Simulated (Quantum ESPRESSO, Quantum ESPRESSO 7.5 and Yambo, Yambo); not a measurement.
## Quasiparticle gap of OsClF (1T monolayer (Janus)) in Yambo

Wanted: ground state, empty states, screening and self-energy for OsClF (1T monolayer (Janus)).

Program: Quantum ESPRESSO 7.5 and Yambo 5.3.0. Level of theory: PBE and many-body steps on it, plane waves. Results are calculated unless marked as measured.

## (1) The starting structure

The cell holds 3 atoms: 1 Os, 1 F and 1 Cl. Cell: a = 3.487 Å, b = 3.487 Å, c = 14.000 Å, α = 90.0°, β = 90.0°, γ = 120.0°. Vacuum lies along c.

The structure was relaxed with PBE. The runs that relaxed it are not among those shown. Spin-orbit coupling is left out unless a step names it.

## (2) Ground state

This step: Quantum ESPRESSO 7.5; DFT, PBE, plane waves, norm-conserving pseudopotentials.

The ground-state density comes first.

File pw.in:

```
&control
  calculation = 'scf'
  prefix = 'x'
  outdir = 'o'
  pseudo_dir = 'pseudo'
/
&system
  ibrav = 0
  nat = 3
  ntyp = 3
  ecutwfc = 72.0
  nbnd = 20
  force_symmorphic = .true.
/
&electrons
  conv_thr = 1e-10
  electron_maxstep = 80
  mixing_beta = 0.5
/
ATOMIC_SPECIES
  Os 190.23 Os.upf
  F 18.998 F.upf
  Cl 35.45 Cl.upf
CELL_PARAMETERS angstrom
  3.4865083883 -0.0000000001 0.0000000000
  -1.7432541941 3.0194048348 0.0000000000
  0.0000000000 0.0000000000 14.0000000000
ATOMIC_POSITIONS crystal
  Os 0.0000000000 0.0000000000 0.4997666318
  F 0.3333333333 0.6666666667 0.5757877442
  Cl 0.6666666667 0.3333333333 0.4244456239
K_POINTS automatic
  12 12 1 0 0 0
```

On the command line:

```sh
$ OMP_NUM_THREADS=1 mpirun -n 4 pw.x -nk 4 -in pw.in > pw.out
```

The program printed:

```text
Program PWSCF v.7.5 starts

     This program is part of the open-source Quantum ESPRESSO suite
     for quantum simulation of materials; please cite
         "P. Giannozzi et al., J. Phys.:Condens. Matter 21 395502 (2009);
         "P. Giannozzi et al., J. Phys.:Condens. Matter 29 465901 (2017);
         "P. Giannozzi et al., J. Chem. Phys. 152 154105 (2020);
     in publications or presentations arising from this work. More details at
     Message from routine setup:
     using ibrav=0 with symmetry is DISCOURAGED, use correct ibrav instead

     G-vector sticks info

     bravais-lattice index     =            0
     lattice parameter (alat)  =       6.5885  a.u.
     unit-cell volume          =     994.5731 (a.u.)^3
     number of atoms/cell      =            3
     number of atomic types    =            3
     number of electrons       =        30.00
     number of Kohn-Sham states=           20
     kinetic-energy cutoff     =      72.0000  Ry
     charge density cutoff     =     288.0000  Ry
     scf convergence threshold =      1.0E-10
     mixing beta               =       0.5000
     number of iterations used =            8  plain     mixing
     Exchange-correlation= PBE
                           (   1   4   3   4   0   0   0)

     celldm(1)=   6.588546  celldm(2)=   0.000000  celldm(3)=   0.000000
     celldm(4)=   0.000000  celldm(5)=   0.000000  celldm(6)=   0.000000

     crystal axes: (cart. coord. in units of alat)
               a(1) = (   1.000000  -0.000000   0.000000 )
               a(2) = (  -0.500000   0.866025   0.000000 )
               a(3) = (   0.000000   0.000000   4.015479 )

     reciprocal axes: (cart. coord. in units 2 pi/alat)
               b(1) = (  1.000000  0.577350 -0.000000 )
               b(2) = (  0.000000  1.154701 -0.000000 )
               b(3) = ( -0.000000 -0.000000  0.249036 )
     Pseudo is Norm-conserving + core correction, Zval = 16.0
     Generated using ONCVPSP code by D. R. Hamann
     Using radial grid of 1344 points,  8 beta functions with:
     Pseudo is Norm-conserving + core correction, Zval =  7.0
     Generated using ONCVPSP code by D. R. Hamann
     Using radial grid of  832 points,  5 beta functions with:
     Pseudo is Norm-conserving + core correction, Zval =  7.0
     Generated using ONCVPSP code by D. R. Hamann
     Using radial grid of 1028 points,  6 beta functions with:
     Os               16.00   190.23000     Os( 1.00)
     F                 7.00    18.99800     F ( 1.00)
     Cl                7.00    35.45000     Cl( 1.00)

      6 Sym. Ops. (no inversion) found

   Cartesian axes

     site n.     atom                  positions (alat units)
         1        Os     tau(   1) = (   0.0000000   0.0000000   2.0068022  )
         2        F      tau(   2) = (  -0.0000000   0.5773503   2.3120634  )
         3        Cl     tau(   3) = (   0.5000000   0.2886751   1.7043523  )

     number of k points=    19
                       cart. coord. in units 2pi/alat
        k(    1) = (   0.0000000   0.0000000   0.0000000), wk =   0.0138889
        k(    2) = (   0.0000000   0.0962250   0.0000000), wk =   0.0833333
        k(    3) = (   0.0000000   0.1924501   0.0000000), wk =   0.0833333
        k(    4) = (   0.0000000   0.2886751   0.0000000), wk =   0.0833333
        k(    5) = (   0.0000000   0.3849002   0.0000000), wk =   0.0833333
        k(    6) = (   0.0000000   0.4811252   0.0000000), wk =   0.0833333
        k(    7) = (  -0.0000000  -0.5773503   0.0000000), wk =   0.0416667
        k(    8) = (   0.0833333   0.1443376   0.0000000), wk =   0.0833333
        k(    9) = (   0.0833333   0.2405626   0.0000000), wk =   0.1666667
        k(   10) = (   0.0833333   0.3367877   0.0000000), wk =   0.1666667
     [... 7 further rows ...]
        k(   18) = (   0.2500000   0.5292377   0.0000000), wk =   0.1666667
        k(   19) = (   0.3333333   0.5773503   0.0000000), wk =   0.0277778

     Dense  grid:    82061 G-vectors     FFT dimensions: (  36,  36, 144)

     Initial potential from superposition of free atoms

     starting charge      29.9998, renormalised to      30.0000
     Starting wfcs are   18 randomized atomic wfcs +    2 random wfcs

     per-process dynamical memory:    66.4 Mb

     Self-consistent Calculation

     iteration #  1     ecut=    72.00 Ry     beta= 0.50

     Threshold (ethr) on eigenvalues was too large:
     Diagonalizing with lowered threshold

     total energy              =    -284.25456781 Ry
     estimated scf accuracy    <       0.24088415 Ry

     iteration #  2     ecut=    72.00 Ry     beta= 0.50

     total energy              =    -284.28165785 Ry
     estimated scf accuracy    <       0.29224140 Ry

     iteration #  3     ecut=    72.00 Ry     beta= 0.50

     total energy              =    -284.33475240 Ry
     estimated scf accuracy    <       0.01515416 Ry

     iteration #  4     ecut=    72.00 Ry     beta= 0.50

     total energy              =    -284.33640793 Ry
     estimated scf accuracy    <       0.00167567 Ry

     iteration #  5     ecut=    72.00 Ry     beta= 0.50

     total energy              =    -284.33647962 Ry
     estimated scf accuracy    <       0.00004256 Ry

     iteration #  6     ecut=    72.00 Ry     beta= 0.50

     total energy              =    -284.33649326 Ry
     estimated scf accuracy    <       0.00000400 Ry

     iteration #  7     ecut=    72.00 Ry     beta= 0.50

     total energy              =    -284.33649389 Ry
     estimated scf accuracy    <       0.00000054 Ry

     iteration #  8     ecut=    72.00 Ry     beta= 0.50

     total energy              =    -284.33649400 Ry
     estimated scf accuracy    <       0.00000019 Ry

     iteration #  9     ecut=    72.00 Ry     beta= 0.50

     total energy              =    -284.33649403 Ry
     estimated scf accuracy    <       0.00000002 Ry

     iteration # 10     ecut=    72.00 Ry     beta= 0.50

     total energy              =    -284.33649404 Ry
     estimated scf accuracy    <          1.2E-09 Ry

     iteration # 11     ecut=    72.00 Ry     beta= 0.50

     End of self-consistent calculation

          k = 0.0000 0.0000 0.0000 ( 10169 PWs)   bands (ev):

   -85.3994 -44.9275 -44.9275 -44.6344 -23.9063 -18.1145  -7.3008  -7.3008
    -7.2481  -4.8060  -4.8060  -4.6450  -1.1240  -1.1240   0.1369   2.6546
     2.6546   2.8823   4.4818   4.9638

          k = 0.0000 0.0962 0.0000 ( 10221 PWs)   bands (ev):

   -85.3993 -44.9325 -44.9286 -44.6336 -23.8976 -18.0898  -7.3268  -7.2523
    -7.1873  -5.0138  -4.8852  -4.5929  -1.1026  -1.0282   0.1782   2.4042
     2.6240   3.0690   4.6814   5.1504

          k = 0.0000 0.1925 0.0000 ( 10229 PWs)   bands (ev):

   -85.3990 -44.9460 -44.9317 -44.6314 -23.8748 -18.0188  -7.3673  -7.1183
    -7.0780  -5.4307  -5.0799  -4.5022  -1.0734  -0.7930   0.1948   2.0137
     2.5524   3.5970   5.0321   5.6042

          k = 0.0000 0.2887 0.0000 ( 10251 PWs)   bands (ev):

     [... further k-points ...]

     highest occupied, lowest unoccupied level (ev):     0.2041    1.5443

!    total energy              =    -284.33649404 Ry
     estimated scf accuracy    <          4.0E-11 Ry

     The total energy is the sum of the following terms:
     one-electron contribution =    -897.22667168 Ry
     hartree contribution      =     450.88579411 Ry
     xc contribution           =     -61.31266634 Ry
     ewald contribution        =     223.31704987 Ry

     convergence has been achieved in  11 iterations

     XML data file, charge density, pseudopotentials, collected wavefunctions

=------------------------------------------------------------------------------=
   JOB DONE.
=------------------------------------------------------------------------------=
```

Run time: 16 s. Hardware: 4 MPI ranks of Arm Neoverse V2, shared host; peak memory 0.45 GiB.

Numbers from this step:

| Property | Result |
| --- | --- |
| total energy | -3868.5951 eV |
| gap | 1.340 eV |
| k of the valence top | 0.0833, 0.0833, 0 |
| k of the conduction bottom | 0, -0.5, 0 |
| least direct gap | 1.689 eV |

The gap is indirect, with the least direct gap 0.35 eV higher.

## (3) Bands along the symmetry lines

The cheap functional maps the bands first; the places of the edges decide which points the dearer methods must see.

File pw.in:

```
&control
  calculation = 'bands'
  prefix = 'x'
  outdir = 'o'
  pseudo_dir = 'pseudo'
/
&system
  ibrav = 0
  nat = 3
  ntyp = 3
  ecutwfc = 72.0
  nbnd = 21
  force_symmorphic = .true.
/
&electrons
  conv_thr = 1e-9
  electron_maxstep = 80
  diago_full_acc = .true.
  diago_thr_init = 5e-6
/
ATOMIC_SPECIES
  Os 190.23 Os.upf
  F 18.998 F.upf
  Cl 35.45 Cl.upf
CELL_PARAMETERS angstrom
  3.4865083883 -0.0000000001 0.0000000000
  -1.7432541941 3.0194048348 0.0000000000
  0.0000000000 0.0000000000 14.0000000000
ATOMIC_POSITIONS crystal
  Os 0.0000000000 0.0000000000 0.4997666318
  F 0.3333333333 0.6666666667 0.5757877442
  Cl 0.6666666667 0.3333333333 0.4244456239
K_POINTS crystal
  25
  0.00000000 0.00000000 0.00000000 1
  0.06250000 0.00000000 0.00000000 1
  0.12500000 0.00000000 0.00000000 1
  0.18750000 0.00000000 0.00000000 1
  0.25000000 0.00000000 0.00000000 1
  0.31250000 0.00000000 0.00000000 1
  0.37500000 0.00000000 0.00000000 1
  0.43750000 0.00000000 0.00000000 1
  0.50000000 0.00000000 0.00000000 1
  0.47916667 0.04166667 0.00000000 1
  0.45833333 0.08333333 0.00000000 1
  0.43750000 0.12500000 0.00000000 1
  0.41666666 0.16666666 0.00000000 1
  0.39583333 0.20833333 0.00000000 1
  0.37500000 0.25000000 0.00000000 1
  0.35416666 0.29166666 0.00000000 1
  0.33333333 0.33333333 0.00000000 1
  0.29166666 0.29166666 0.00000000 1
  0.25000000 0.25000000 0.00000000 1
  0.20833333 0.20833333 0.00000000 1
  0.16666666 0.16666666 0.00000000 1
  0.12500000 0.12500000 0.00000000 1
  0.08333333 0.08333333 0.00000000 1
  0.04166667 0.04166667 0.00000000 1
  0.00000000 0.00000000 0.00000000 1
```

The program printed:

```text
[banner, memory and clock lines left out]
Program PWSCF v.7.5 starts

     Atomic positions and unit cell read from directory:
     o/x.save/

     Message from routine setup:
     using ibrav=0 with symmetry is DISCOURAGED, use correct ibrav instead

     G-vector sticks info

     bravais-lattice index     =            0
     lattice parameter (alat)  =       6.5885  a.u.
     unit-cell volume          =     994.5731 (a.u.)^3
     number of atoms/cell      =            3
     number of atomic types    =            3
     number of electrons       =        30.00
     number of Kohn-Sham states=           21
     kinetic-energy cutoff     =      72.0000  Ry
     charge density cutoff     =     288.0000  Ry
     Exchange-correlation= PBE
                           (   1   4   3   4   0   0   0)

     celldm(1)=   6.588546  celldm(2)=   0.000000  celldm(3)=   0.000000
     celldm(4)=   0.000000  celldm(5)=   0.000000  celldm(6)=   0.000000

     crystal axes: (cart. coord. in units of alat)
               a(1) = (   1.000000  -0.000000   0.000000 )
               a(2) = (  -0.500000   0.866025   0.000000 )
               a(3) = (   0.000000   0.000000   4.015479 )

     reciprocal axes: (cart. coord. in units 2 pi/alat)
               b(1) = (  1.000000  0.577350 -0.000000 )
               b(2) = (  0.000000  1.154701 -0.000000 )
               b(3) = ( -0.000000 -0.000000  0.249036 )
     Pseudo is Norm-conserving + core correction, Zval = 16.0
     Generated using ONCVPSP code by D. R. Hamann
     Using radial grid of 1344 points,  8 beta functions with:
     Pseudo is Norm-conserving + core correction, Zval =  7.0
     Generated using ONCVPSP code by D. R. Hamann
     Using radial grid of  832 points,  5 beta functions with:
     Pseudo is Norm-conserving + core correction, Zval =  7.0
     Generated using ONCVPSP code by D. R. Hamann
     Using radial grid of 1028 points,  6 beta functions with:
     Os               16.00   190.23000     Os( 1.00)
     F                 7.00    18.99800     F ( 1.00)
     Cl                7.00    35.45000     Cl( 1.00)

      6 Sym. Ops. (no inversion) found

   Cartesian axes

     site n.     atom                  positions (alat units)
         1        Os     tau(   1) = (   0.0000000   0.0000000   2.0068022  )
         2        F      tau(   2) = (  -0.0000000   0.5773503   2.3120634  )
         3        Cl     tau(   3) = (   0.5000000   0.2886751   1.7043523  )

     number of k points=    25
                       cart. coord. in units 2pi/alat
        k(    1) = (   0.0000000   0.0000000   0.0000000), wk =   0.0800000
        k(    2) = (   0.0625000   0.0360844   0.0000000), wk =   0.0800000
        k(    3) = (   0.1250000   0.0721688   0.0000000), wk =   0.0800000
[...]
[... 13 further rows ...]
        k(   24) = (   0.0416667   0.0721688   0.0000000), wk =   0.0800000
        k(   25) = (   0.0000000   0.0000000   0.0000000), wk =   0.0800000

     Dense  grid:    82061 G-vectors     FFT dimensions: (  36,  36, 144)

     The potential is recalculated from file :
     o/x.save/charge-density

     Starting wfcs are   18 randomized atomic wfcs +    3 random wfcs

     Band Structure Calculation

     End of band structure calculation

          k = 0.0000 0.0000 0.0000 ( 10169 PWs)   bands (ev):

   -85.3995 -44.9276 -44.9276 -44.6345 -23.9063 -18.1145  -7.3009  -7.3009
    -7.2481  -4.8060  -4.8060  -4.6449  -1.1240  -1.1240   0.1368   2.6546
     2.6546   2.8823   4.4818   4.9638   5.7093

          k = 0.0625 0.0361 0.0000 ( 10227 PWs)   bands (ev):

   -85.3994 -44.9304 -44.9282 -44.6340 -23.9013 -18.1006  -7.3188  -7.2734
[...]
2.6369   2.9891   4.6054   5.0705   5.8319

          k = 0.1250 0.0722 0.0000 ( 10221 PWs)   bands (ev):

[...]
2.5907   3.2931   4.8504   5.3574   6.2022

[...]
k = 0.0417 0.0722 0.0000 ( 10223 PWs)   bands (ev):

[...]
2.6247   3.0256   4.6397   5.1052   5.8734

          k = 0.0000 0.0000 0.0000 ( 10169 PWs)   bands (ev):

   -85.3995 -44.9276 -44.9276 -44.6345 -23.9063 -18.1145  -7.3009  -7.3009
    -7.2481  -4.8060  -4.8060  -4.6449  -1.1240  -1.1240   0.1368   2.6546
     2.6546   2.8823   4.4818   4.9638   5.7092

     XML data file, pseudopotentials, collected wavefunctions
```

It took 7.3 s on 4 MPI ranks; peak memory 0.35 GiB.

This step gave:

```yaml
gap: 1.331 eV
k_of_the_valence_top: 0.0833, 0.0833, 0
k_of_the_conduction_bottom: 0.2083, 0.2083, 0
least_direct_gap: 1.674 eV
```

The gap is 1.331 eV, −0.009 eV from the run before at this level.

Electronic bands along the path, in eV, zero at the top of the highest filled band:

| point | band 12 | band 13 | band 14 | band 15 | band 16 | band 17 | band 18 | band 19 |
| --- | --- | --- | --- | --- | --- | --- | --- | --- |
| Γ | -4.85 | -1.33 | -1.33 | -0.07 | 2.45 | 2.45 | 2.68 | 4.28 |
| halfway | -4.69 | -1.25 | -0.73 | -0.14 | 1.58 | 2.28 | 4.18 | 5.17 |
| M | -5.09 | -1.14 | -0.46 | -0.36 | 1.34 | 2.25 | 4.82 | 6.17 |
| halfway | -5.19 | -0.97 | -0.55 | -0.41 | 1.42 | 2.22 | 5.22 | 6.83 |
| K | -5.53 | -0.89 | -0.74 | -0.33 | 1.55 | 2.23 | 5.75 | 7.14 |
| halfway | -4.69 | -1.04 | -0.73 | -0.21 | 1.48 | 2.12 | 4.64 | 5.40 |
| Γ | -4.85 | -1.33 | -1.33 | -0.07 | 2.45 | 2.45 | 2.68 | 4.28 |

[end of part 1 of 3]

[Paths, hosts, dates, memory and timing lines, banners, echoed tables and standing remarks are left out of the program output.]

[Logs are printed without paths, hosts, clocks, repeated set-up lines and the standing remarks that a program may print on its own settings, such as how far it seeks lower states.]

[Runs of the session that timed out or met a known fault of the program may be left out.]

[Hosts, paths, dates, database ids (printed as entryN), source tags and the programs' standing remarks are cut or masked in the printed files.]
